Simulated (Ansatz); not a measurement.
## Ca3GeN (Pm-3m): phonons and vibrational spectra

Wanted: phonon frequencies of Ca3GeN (Pm-3m) and what follows from them.

Calculated with Ansatz 0.2.0; DFT PBEsol, scalar-relativistic, plane waves, PAW; PAW set soft_1.

**1. The structure**

The structure is cubic, space group Pm-3m (No. 221). Conventional cell: a = 4.757 Å, b = 4.757 Å, c = 4.757 Å, α = 90.00°, β = 90.00°, γ = 90.00°. Nearest to Ca lie 2 N at 2.38 Å. Nearest to Ge lie 12 Ca at 3.36 Å. Nearest to N lie 6 Ca at 2.38 Å. Farther neighbours and most contacts between anions are not listed.

**2. Relaxation**

The cell and atoms are relaxed, since residual forces and stress would shift the frequencies.

input.yaml

```yaml
crystal:
  lattice:
    - [4.7573, 0.0, 0.0]
    - [0.0, 4.7573, 0.0]
    - [0.0, 0.0, 4.7573]
  atoms:
    - { symbol: Ca, position: [0.0, 0.5, 0.5] }
    - { symbol: Ca, position: [0.5, 0.0, 0.5] }
    - { symbol: Ca, position: [0.5, 0.5, 0.0] }
    - { symbol: Ge, position: [0.0, 0.0, 0.0] }
    - { symbol: "N", position: [0.5, 0.5, 0.5] }
kpoints:
  mp_grid: { grid: [8, 8, 8] }
hamiltonian:
  xc: pbesol
  pseudopotentials: { kind: paw, azcp: { folder: soft_1 }, xc_functional: pbe }
scf:
  occupations: { method: gaussian, width: 0.1 }
output:
  forces: true
  stress: true
  eigenvalues: true
relax:
  adjacent_minimum: "off"
  f_tol: 0.005
  max_steps: 80
  cell: { stress_tol: 0.05 }
```

On the command line:

```sh
> ansatz run input.yaml --threads 4 --pin off --max-ram 10240MiB --backend cpu --events-out ev --progress --plain --runs-dir out
```

Numbers of over 12 decimals in the logs are rounded to 6 here.

The log of the run:

```text
Engine: ansatz 0.2.0, x86_64-unknown-linux-gnu
Pseudopotentials: kind: paw
Pseudopotential: Ca, paw, valence charge 10, recommended cutoff 420 eV (normal), soft_1/Ca.paw.azcp
Pseudopotential: Ge, paw, valence charge 14, recommended cutoff 420 eV (normal), soft_1/Ge.paw.azcp
Pseudopotential: N, paw, valence charge 5, recommended cutoff 420 eV (normal), soft_1/N.paw.azcp
Functional definition: PBEsol
  exchange = pbesol_x
  correlation = pbesol_c
Crystal: 5 atoms, lattice volume = 107.667 Å³
Basis set: ecut = 420 eV, 2103 PW (Γ), exchange–correlation on 64×64×64 points (8 copies of the dense FFT grid, shifted against one another)
Bands: 30, of which v1, the nominal top of the filled ones, is band 25 counted from 1 (24 counted from 0)
Symmetry: 48 space group operations
Space group: Pm-3m (ITA 221), of the structure as read, at distance tolerance 4.8e-5 Å
k-points: 35 of 512
Non-local potential: Ca, projectors of the file, l = 0: 3, l = 1: 2, l = 2: 2
Non-local potential: Ge, projectors of the file, l = 0: 2, l = 1: 2, l = 2: 3, l = 3: 1
Non-local potential: N, projectors of the file, l = 0: 2, l = 1: 2, l = 2: 1
PAW form: soft (Blöchl's): semilocal exchange-correlation on the pseudo side does not see the compensation charge
PAW frozen core: Ca, regenerated for the run's functional, and the local potential with it (the file was generated under x = pbe(κ = 0.804, μ = 0.219515), c = pbe(β = 0.066725))
PAW frozen core: Ge, regenerated for the run's functional, and the local potential with it (the file was generated under x = pbe(κ = 0.804, μ = 0.219515), c = pbe(β = 0.066725))
PAW frozen core: N, regenerated for the run's functional, and the local potential with it (the file was generated under x = pbe(κ = 0.804, μ = 0.219515), c = pbe(β = 0.066725))
PAW one-centre angular grid: Ca, 110 points (default); XC on 64 Gauss nodes
PAW one-centre angular grid: Ge, 590 points (default); XC on 64 Gauss nodes
PAW one-centre angular grid: N, 110 points (default); XC on 64 Gauss nodes
Initial density: superposition of atomic densities (chi_scale 0.1, normalization cell, long waves kept (reshape's long-wave potential 0.00 eV rms))
Initial wavefunctions: pseudopotential atomic-orbital guess
Functional: x = pbesol(κ = 0.804, μ = 0.123457), c = pbesol(β = 0.046)
SCF iter   1: F=—  HF=-10018.665602 eV  |F-HF|=—  |Δ(HF+E_count)|=         —  Δρ=4.28e-2  dr2=4.45e0  ethr=3.10e-3  ⟨swp⟩=8.4  Hψ=5053  notcnv=0
preconditioner: auto → Kerker (q_TF=auto, 2.393 Å⁻¹)  [metal: Δε(μ)=0.013 eV  Ē_g=17.368 eV  σ=0.100 eV  W_gap=0.07  n_scr=26 (ndim 8)  ℏωp=23.5 eV  f_vac=0.000  D(μ)=5.94/eV (n_scr^D=56)]
SCF iter   2: F=—  HF=-10017.674488 eV  |F-HF|=—  |Δ(HF+E_count)|=   9.91e-1  Δρ=2.38e-2  dr2=1.51e0  ethr=3.10e-3  ⟨swp⟩=2.8  Hψ=2119  notcnv=0  defer=38
SCF iter   3: F=—  HF=-10017.280197 eV  |F-HF|=—  |Δ(HF+E_count)|=   3.94e-1  Δρ=9.54e-3  dr2=2.15e-1  ethr=3.08e-3  ⟨swp⟩=2.9  Hψ=2289  notcnv=0  defer=38
SCF iter   4: F=—  HF=-10017.206281 eV  |F-HF|=—  |Δ(HF+E_count)|=   7.39e-2  Δρ=4.32e-3  dr2=3.06e-2  ethr=4.39e-4  ⟨swp⟩=2.4  Hψ=1949  notcnv=0  defer=38
SCF iter   5: F=—  HF=-10017.201609 eV  |F-HF|=—  |Δ(HF+E_count)|=   4.67e-3  Δρ=2.10e-3  dr2=1.05e-2  ethr=6.24e-5  ⟨swp⟩=2.0  Hψ=1551  notcnv=0  defer=38
SCF iter   6: F=—  HF=-10017.200751 eV  |F-HF|=—  |Δ(HF+E_count)|=   8.58e-4  Δρ=2.32e-3  dr2=6.97e-3  ethr=2.15e-5  ⟨swp⟩=2.0  Hψ=1251  notcnv=0  defer=38
SCF iter   7: F=—  HF=-10017.199695 eV  |F-HF|=—  |Δ(HF+E_count)|=   1.06e-3  Δρ=5.01e-4  dr2=3.22e-4  ethr=1.42e-5  ⟨swp⟩=2.0  Hψ=1233  notcnv=0  defer=38
SCF iter   8: F=—  HF=-10017.199664 eV  |F-HF|=—  |Δ(HF+E_count)|=   3.05e-5  Δρ=8.61e-5  dr2=1.05e-5  ethr=6.58e-7  ⟨swp⟩=2.0  Hψ=1731  notcnv=0  defer=38
SCF iter   9: F=—  HF=-10017.199751 eV  |F-HF|=—  |Δ(HF+E_count)|=   8.66e-5  Δρ=1.75e-5  dr2=4.57e-7  ethr=2.15e-8  ⟨swp⟩=2.0  Hψ=1372  notcnv=0  defer=38
SCF iter  10: F=-10017.199751 eV  HF=-10017.199751 eV  |F-HF|=1.11e-8  |Δ(HF+E_count)|=   1.55e-8  Δρ=2.84e-6  dr2=1.48e-8  ethr=2.04e-10  ⟨swp⟩=10.2  Hψ=5028  notcnv=0
SCF 1 converged in 10 iterations: F = -10017.199751 eV  dr2 = 1.48e-8
  greatest PAW one-centre occupation: 0.998 electrons in one spin orbital (limit 2), on the Ge atom at site 3 (counted from 0), in its partial waves of l = 2
relax step   1: F+E_penalty+E_count = -10017.19975097 eV  Δ(F+E_penalty+E_count) = +0.000e0 eV  max|allowed force component| = 1.988e-29 eV/Å  Δτ_max = 0.0000 Å  P = -0.087 GPa  Ω = 107.667 Å³  (10 SCF iters, dr2 threshold 1.00e-7 eV, accepted)
Crystal: 5 atoms, lattice volume = 107.464 Å³
Initial density: handed on by an earlier stage of this run
Initial wavefunctions: those handed on with the density
iter 1 solved again at ethr=2.23e-7 eV; its pass at ethr=3.10e-3 eV (dr2=1.09e-4 eV) is discarded
SCF iter   1: F=—  HF=-10017.199780 eV  |F-HF|=—  |Δ(HF+E_count)|=         —  Δρ=2.12e-4  dr2=1.06e-4  ethr=2.23e-7  ⟨swp⟩=1.1  Hψ=4515  notcnv=0
preconditioner: auto → Kerker (q_TF=auto, 2.394 Å⁻¹)  [metal: Δε(μ)=0.046 eV  Ē_g=18.158 eV  σ=0.100 eV  W_gap=0.25  n_scr=26 (ndim 8)  ℏωp=23.5 eV  f_vac=0.000  D(μ)=4.08/eV (n_scr^D=26)]
SCF iter   2: F=—  HF=-10017.199767 eV  |F-HF|=—  |Δ(HF+E_count)|=   1.26e-5  Δρ=9.01e-5  dr2=1.09e-5  ethr=2.16e-7  ⟨swp⟩=2.0  Hψ=1280  notcnv=0
SCF iter   3: F=—  HF=-10017.199853 eV  |F-HF|=—  |Δ(HF+E_count)|=   8.57e-5  Δρ=3.68e-5  dr2=5.35e-6  ethr=2.23e-8  ⟨swp⟩=2.0  Hψ=1293  notcnv=0
SCF iter   4: F=—  HF=-10017.199852 eV  |F-HF|=—  |Δ(HF+E_count)|=   1.04e-6  Δρ=1.76e-5  dr2=1.19e-6  ethr=1.09e-8  ⟨swp⟩=2.0  Hψ=1153  notcnv=0
SCF iter   5: F=—  HF=-10017.199852 eV  |F-HF|=—  |Δ(HF+E_count)|=   2.71e-7  Δρ=6.14e-6  dr2=8.62e-8  ethr=2.42e-9  ⟨swp⟩=2.1  Hψ=1364  notcnv=0
SCF iter   6: F=-10017.199852 eV  HF=-10017.199852 eV  |F-HF|=3.82e-9  |Δ(HF+E_count)|=   2.60e-8  Δρ=2.31e-6  dr2=9.96e-9  ethr=3.89e-11  ⟨swp⟩=4.0  Hψ=3465  notcnv=0
SCF 2 converged in 6 iterations: F = -10017.199852 eV  dr2 = 9.96e-9
relax step   2: F+E_penalty+E_count = -10017.19985158 eV  Δ(F+E_penalty+E_count) = -1.006e-4 eV  max|allowed force component| = 7.126e-30 eV/Å  Δτ_max = 0.0000 Å  P = +0.026 GPa  Ω = 107.464 Å³  energy of the carried Pulay correction = +6.169e-5 eV  (6 SCF iters, dr2 threshold 1.91e-8 eV, accepted)
Initial wavefunctions: pseudopotential atomic-orbital guess (no wavefunctions were taken with the density)
iter 1 solved again at ethr=6.14e-7 eV; its pass at ethr=3.10e-3 eV (dr2=3.01e-4 eV) is discarded
SCF iter   1: F=—  HF=-10017.199702 eV  |F-HF|=—  |Δ(HF+E_count)|=         —  Δρ=7.26e-6  dr2=2.36e-8  ethr=6.14e-7  ⟨swp⟩=3.0  Hψ=7447  notcnv=0
eigensolver tolerance schedule: the retry pair's looser diagonalisation over-reported the residual by 12739.67 of it (diagonalisation noise at an unbounded share of the residual, at the tolerance the schedule requests for it); recorded, not acted on — ethr = c·dr2/N_el stays at c = 1.0e-1
preconditioner: auto → Kerker (q_TF=auto, 2.394 Å⁻¹)  [metal: Δε(μ)=0.046 eV  Ē_g=18.159 eV  σ=0.100 eV  W_gap=0.25  n_scr=26 (ndim 8)  ℏωp=23.5 eV  f_vac=0.000  D(μ)=4.07/eV (n_scr^D=26)]
SCF iter   2: F=—  HF=-10017.199786 eV  |F-HF|=—  |Δ(HF+E_count)|=   8.40e-5  Δρ=3.79e-6  dr2=2.62e-8  ethr=4.82e-11  ⟨swp⟩=3.0  Hψ=2444  notcnv=0
SCF iter   3: F=—  HF=-10017.199786 eV  |F-HF|=—  |Δ(HF+E_count)|=   1.76e-9  Δρ=1.98e-6  dr2=6.08e-9  ethr=4.82e-11  ⟨swp⟩=2.0  Hψ=1176  notcnv=0
SCF iter   4: F=—  HF=-10017.199786 eV  |F-HF|=—  |Δ(HF+E_count)|=  2.11e-10  Δρ=8.05e-7  dr2=7.44e-10  ethr=1.24e-11  ⟨swp⟩=2.4  Hψ=1383  notcnv=0
SCF iter   5: F=—  HF=-10017.199786 eV  |F-HF|=—  |Δ(HF+E_count)|=  1.35e-10  Δρ=7.34e-7  dr2=2.98e-10  ethr=1.52e-12  ⟨swp⟩=2.0  Hψ=1197  notcnv=0
SCF iter   6: F=-10017.199786 eV  HF=-10017.199786 eV  |F-HF|=1.09e-11  |Δ(HF+E_count)|=  1.51e-10  Δρ=2.49e-7  dr2=4.27e-11  ethr=1.00e-12  ⟨swp⟩=3.0  Hψ=3415  notcnv=0
SCF 3 converged in 6 iterations: F = -10017.199786 eV  dr2 = 4.27e-11
relax step   3: F+E_penalty+E_count = -10017.19978618 eV  Δ(F+E_penalty+E_count) = +6.539e-5 eV  max|allowed force component| = 1.304e-29 eV/Å  Δτ_max = 0.0000 Å  P = +0.025 GPa  Ω = 107.464 Å³  stress off target by 2.53e-2 GPa  SCF on the basis re-selected at this cell (its energy is not comparable with the rows above)  (6 SCF iters)
basis re-selected at this cell: Δ(F+E_penalty+E_count) = +6.539e-5 eV, ΔP = -0.001 GPa vs the last step (what re-selecting the basis moved, of the pressure what is left beyond the Pulay correction that the steps carried, after the strain that the cell walked since its last selection, with what the two solves' SCF thresholds leave and, on support functions, any second-order correction that the steps lacked; it is no m [...]
SCF converged after 6 iterations
Free energy (F): -10017.199786 eV
Harris-Foulkes:  -10017.199786 eV  (|F-HF|=1.09e-11)
Internal energy: -10017.179454 eV  (E = F + TS)
E sigma→0 (E₀):  -10017.189620 eV
Entropy (-TS):   -0.020332 eV (-4.066 meV/atom)
Fermi energy:    7.590482 eV
--- Per-component energies (eV) ---
  E_band       = -516.571916
  E_kinetic    = 984.962290
  E_local      = -4457.833190  (includes V_loc(G=0)·N_el)
  E_nonlocal   = 527.123868
  E_hartree    = 1785.701555
  E_xc         = -510.920087
  E_vxc        = -615.685690  (∫ρ·V_xc dr)
  E_paw        = -4625.000773  (= ΣΔE_a)
  E_vpaw       = -526.543220  (= ΣTr[D̂ρ^β])
  E_aug_tail   = 0.000807  (compensation charges beyond the density's cutoff)
  E_ewald      = -3722.516345
  E_core_change = 1.302420  (= ΣΔE_core)
  E_smearing   = -0.020332  (= −TS)
  E_closure    = -0.000000  (closes the sum)
  Σ components = -10017.199786   (vs F -10017.199786, Δ=0.00e0)
--- Forces (eV/Å), atoms counted from 1 ---
  atom   1  Ca     0.00000000    -0.00000000     0.00000000
  atom   2  Ca     0.00000000     0.00000000     0.00000000
  atom   3  Ca     0.00000000     0.00000000     0.00000000
  atom   4  Ge     0.00000000     0.00000000    -0.00000000
  atom   5  N      0.00000000    -0.00000000     0.00000000
  max |Σ_I F_I| component: 4.00e-29 eV/Å
--- Stress (GPa, compression-positive) ---
        0.025292       0.000000       0.000000
        0.000000       0.025292      -0.000000
        0.000000      -0.000000       0.025292
  P = ⅓ Tr σ = 0.0253 GPa (0.253 kbar)
--- Band table (eV; the first three rows and the last of 35) ---
  k-point 0: bands = [... 21 lower, 6.9167, 8.7228, 8.7228, 8.7228, 8.7572, 8.7572, 9.7515, 9.7515, ... 1 higher]
  k-point 1: bands = [... 21 lower, 6.9044, 7.8042, 8.4253, 8.4253, 8.8772, 9.2928, 9.8109, 10.1766, ... 1 higher]
  k-point 2: bands = [... 21 lower, 6.8776, 6.8776, 8.0101, 8.0101, 9.2098, 9.7859, 9.9760, 10.9583, ... 1 higher]
  k-point 34: bands = [... 21 lower, 5.1761, 6.9277, 6.9277, 6.9277, 10.4247, 10.4247, 10.4247, 11.7584, ... 1 higher]
--- Relaxed structure (2 steps of the walk, 2 accepted, 1 SCFs on fresh bases) ---
  F+E_penalty+E_count = -10017.19978618 eV   max|allowed force component| = 1.304e-29 eV/Å   (the final SCF, on the basis selected at the relaxed cell)
  cell:  # Å, volume = 107.4636 Å³
    - [4.754306, 0, 0.0]
    - [0, 4.754306, 0.0]
    - [0, 0.0, 4.754306]
  atoms:
    - { symbol: Ca, position: [0, 0.5, 0.5] }
    - { symbol: Ca, position: [0.5, 0, 0.5] }
    - { symbol: Ca, position: [0.5, 0.5, 0] }
    - { symbol: Ge, position: [0, 0, 0] }
    - { symbol: N, position: [0.5, 0.5, 0.5] }
```

Run time: 6.4 s. Hardware: 4 threads of AMD EPYC 7R43, shared host; peak memory 0.52 GiB.

This run has no spin polarisation although its electron count is odd.

Little changed from the start: no atom moved by 0.005 Å and no cell edge by 0.1 %.

This step gave:

```yaml
pressure: 0.02529 GPa
volume_per_atom: 21.49 Å³
gap_on_the_k_mesh: 0 eV
```

In this step the volume went from 21.53 to 21.49 Å³/atom.

**3. Relaxing to small forces for the phonons**

Phonons need a cell at rest on their own settings, so the relaxation is repeated with tight tolerances on forces and stress, using the mesh and the filling of the phonon run that follows.

input.yaml, the sections that differ from step 2:

```yaml
crystal:
  lattice:
    - [4.7543063384, 0.0, 0.0]
    - [0.0, 4.7543063384, 0.0]
    - [0.0, 0.0, 4.7543063384]
  atoms:
    - { symbol: Ca, position: [0.0, 0.5, 0.5] }
    - { symbol: Ca, position: [0.5, 0.0, 0.5] }
    - { symbol: Ca, position: [0.5, 0.5, 0.0] }
    - { symbol: Ge, position: [0.0, 0.0, 0.0] }
    - { symbol: "N", position: [0.5, 0.5, 0.5] }
scf:
  occupations: { method: methfessel_paxton, width: 0.2 }
relax:
  adjacent_minimum: "off"
  f_tol: 0.001
  max_steps: 60
  cell: { stress_tol: 0.01 }
# kpoints, hamiltonian, output: as in step 2
```

The log of the run:

```text
[...]
Crystal: 5 atoms, lattice volume = 107.464 Å³
Basis set: ecut = 420 eV, 2103 PW (Γ), exchange–correlation on 64×64×64 points (8 copies of the dense FFT grid, shifted against one another)
Bands: 30, of which v1, the nominal top of the filled ones, is band 25 counted from 1 (24 counted from 0)
Symmetry: 48 space group operations
[...]
k-points: 35 of 512
[...]
--- Relaxed structure (2 steps of the walk, 2 accepted, 1 SCFs on fresh bases) ---
[...]
cell:  # Å, volume = 107.5144 Å³
    - [4.755054, 0, 0]
    - [0.0, 4.755054, 0.0]
    - [0, 0, 4.755054]
  atoms:
    - { symbol: Ca, position: [0, 0.5, 0.5] }
    - { symbol: Ca, position: [0.5, 0, 0.5] }
    - { symbol: Ca, position: [0.5, 0.5, 0] }
    - { symbol: Ge, position: [0, 0, 0] }
    - { symbol: N, position: [0.5, 0.5, 0.5] }
[key lines of the parts left out:]
SCF converged after 9 iterations
Free energy (F): -10017.190956 eV
Fermi energy:    7.585471 eV
P = ⅓ Tr σ = -0.0065 GPa (-0.065 kbar)
```

Wall time 5.7 s (4 threads); peak memory 0.52 GiB.

Little changed from the start: no atom moved by 0.005 Å and no cell edge by 0.1 %.

This step gave:

| Quantity | Value |
| --- | --- |
| pressure | -0.006498 GPa |
| volume per atom | 21.50 Å³ |

The forces vanish by symmetry and the pressure is -0.006 GPa, within the tolerances set. The cell now holds 21.50 Å³/atom.

**4. Linear response at the zone centre**

The zone centre comes first: it holds the modes that light can see, as far as symmetry allows. No field response is asked, since the mesh shows no gap.

input.yaml, the sections that differ from step 3:

```yaml
crystal:
  lattice:
    - [4.7550544581, 0.0, 0.0]
    - [0.0, 4.7550544581, 0.0]
    - [0.0, 0.0, 4.7550544581]
  atoms:
    - { symbol: Ca, position: [0.0, 0.5, 0.5] }
    - { symbol: Ca, position: [0.5, 0.0, 0.5] }
    - { symbol: Ca, position: [0.5, 0.5, 0.0] }
    - { symbol: Ge, position: [0.0, 0.0, 0.0] }
    - { symbol: "N", position: [0.5, 0.5, 0.5] }
output:
  eigenvalues: true
phonons:
  method: dfpt
# kpoints, hamiltonian, scf: as in step 3
# relax: removed
```

The log of the run:

```text
zone centre: on kpoints.mp_grid the ground state, and the responses unless they are solved on pairs of k-points, stand on 125 of the mesh's 512 k-points, reduced under 8 symmetry operations, with k and −k counted as one. Each operation leaves every solved displacement unchanged or reverses it
[...]
Crystal: 5 atoms, lattice volume = 107.514 Å³
Basis set: ecut = 420 eV, 2103 PW (Γ), exchange–correlation on 64×64×64 points (8 copies of the dense FFT grid, shifted against one another)
Bands: 30, of which v1, the nominal top of the filled ones, is band 25 counted from 1 (24 counted from 0)
Symmetry: 48 space group operations
k-points: 125 of 512 (irreducible under 8 space group operations)
[...]
SCF iter   1: F=—  HF=-10018.659877 eV  |F-HF|=—  |Δ(HF+E_count)|=         —  Δρ=4.29e-2  dr2=4.45e0  ethr=3.10e-3  ⟨swp⟩=8.0  Hψ=17378  notcnv=0
[...]
SCF iter  13: F=-10017.190956 eV  HF=-10017.190956 eV  |F-HF|=0.00e0  |Δ(HF+E_count)|=  3.64e-12  S|Δr|=    0.00e0  Δρ=2.17e-8  dr2=4.84e-13  ethr=1.00e-12  ⟨swp⟩=11.0  Hψ=18482  notcnv=0
SCF 1 converged in 13 iterations: F = -10017.190956 eV  dr2 = 4.84e-13
[...]
DFPT response loops at Γ: preconditioner auto → Kerker (q_TF=auto, 2.393 Å⁻¹) (partly filled bands, converged f_vac=0.000); β = 1.00, the filter's whole step (`scf.mixing.beta` (0.50) is not read by the response loops under this deck's `scf.mixing.preconditioner`; to damp them name `kerker` or `kerker_dos`, under which they read `scf.mixing.beta`, and type it under 1.00, their step now; both keys bind the ground state too); Broyden in place of MSR1
SCF converged after 13 iterations
[...]
Free energy (F): -10017.190956 eV
[...]
Internal energy: -10017.181703 eV  (E = F + TS)
E sigma→0 (E₀):  -10017.188643 eV
Entropy (-TS):   -0.009253 eV (-1.851 meV/atom)
Fermi energy:    7.585471 eV
[...]
--- Band table (eV; the first three rows and the last of 125) ---
  k-point 0: bands = [... 21 lower, 6.9130, 8.7173, 8.7173, 8.7173, 8.7524, 8.7524, 9.7473, 9.7473, ... 1 higher]
  k-point 1: bands = [... 21 lower, 6.9008, 7.7994, 8.4201, 8.4201, 8.8724, 9.2872, 9.8066, 10.1720, ... 1 higher]
  k-point 2: bands = [... 21 lower, 6.8743, 6.8743, 8.0050, 8.0050, 9.2048, 9.7799, 9.9717, 10.9533, ... 1 higher]
  k-point 124: bands = [... 21 lower, 5.1741, 6.9220, 6.9220, 6.9220, 10.4196, 10.4196, 10.4196, 11.7530, ... 1 higher]
--- Phonons (Γ-DFPT): 4 representative perturbations + reference, on 125 of 512 k-points (Σ response iterations 12) ---
  k mesh reduced under 8 symmetry operations, with k and −k counted as one. Each operation leaves every solved displacement unchanged or reverses it
  ASR residual: 8.624e-5 → 0.000e0 eV/Å²; symmetrization residual: 2.993e-6 eV/Å²
  ASR residual per site (eV/Å²): 3.18e-5 3.18e-5 3.18e-5 1.71e-5 8.62e-5
  Γ frequencies (cm⁻¹): 0.00 0.00 0.00 116.74 116.74 116.74 135.65 135.65 135.65 256.36 256.36 256.36 344.88 344.88 344.88
  non-analytic LO–TO correction: not included (Born effective charges unavailable; polar crystals: no LO–TO splitting at Γ)
```

It took 50 s on 4 threads; peak memory 1.6 GiB.

Reading the cycles: dr2 is the Hartree energy of the density residual (eV), the measure of convergence; HF is the Harris–Foulkes estimate of the energy, which meets the free energy F at convergence.

This step gave:

| Item | Value |
| --- | --- |
| sum-rule residual before enforcement | 8.62e-5 eV/Å² |
| point group | m-3m |
| highest optical mode at the zone centre (no LO-TO term) | 344.9 cm⁻¹ |
| lowest optical zone-centre mode | 116.7 cm⁻¹ |

Patterns of degenerate modes are one choice out of their space. Modes at Γ, with each element's share of the kinetic energy:

```tsv
mode	frequency (cm⁻¹)	symmetry	Ca %	Ge %	N %
1	0.0	acoustic	58	35	7
2	0.0	acoustic	58	35	7
3	0.0	acoustic	58	35	7
4	116.7	T1u	32	65	3
5	116.7	T1u	32	65	3
6	116.7	T1u	32	65	3
7	135.7	T2u	100	0	0
8	135.7	T2u	100	0	0
9	135.7	T2u	100	0	0
10	256.4	T1u	89	0	11
11	256.4	T1u	89	0	11
12	256.4	T1u	89	0	11
13	344.9	T1u	20	0	80
14	344.9	T1u	20	0	80
15	344.9	T1u	20	0	80
```

Displacements in mode 5 (116.7 cm⁻¹), the largest set to 1:
```
Ca1 -0.53  0.55  0.47
Ca2 -0.56  0.52  0.47
Ca3 -0.56  0.55  0.44
Ge4  1.00 -0.98 -0.84
N5  -0.46  0.45  0.39
```

Displacements in mode 14 (344.9 cm⁻¹), the largest set to 1:
```
Ca1  0.00  0.00 -0.02
Ca2  0.00  0.00 -0.02
Ca3  0.00  0.00 -0.30
Ge4  0.00  0.00 -0.01
N5   0.00 -0.01  1.00
```

Before it was imposed, the acoustic sum rule was missed by 8.6e-5 eV/Å². Small misses are needed for a sound result but don't prove that mesh and cutoff are converged. The lowest optical mode is real, 117 cm⁻¹.

(Continued in part 2 of 2.)

[Logs are printed without paths, hosts, clocks, repeated set-up lines and the standing remarks that a program may print on its own settings, such as how far it seeks lower states.]

[Hosts, paths, dates, database ids (printed as entryN), source tags and the programs' standing remarks are cut or masked in the printed files.]
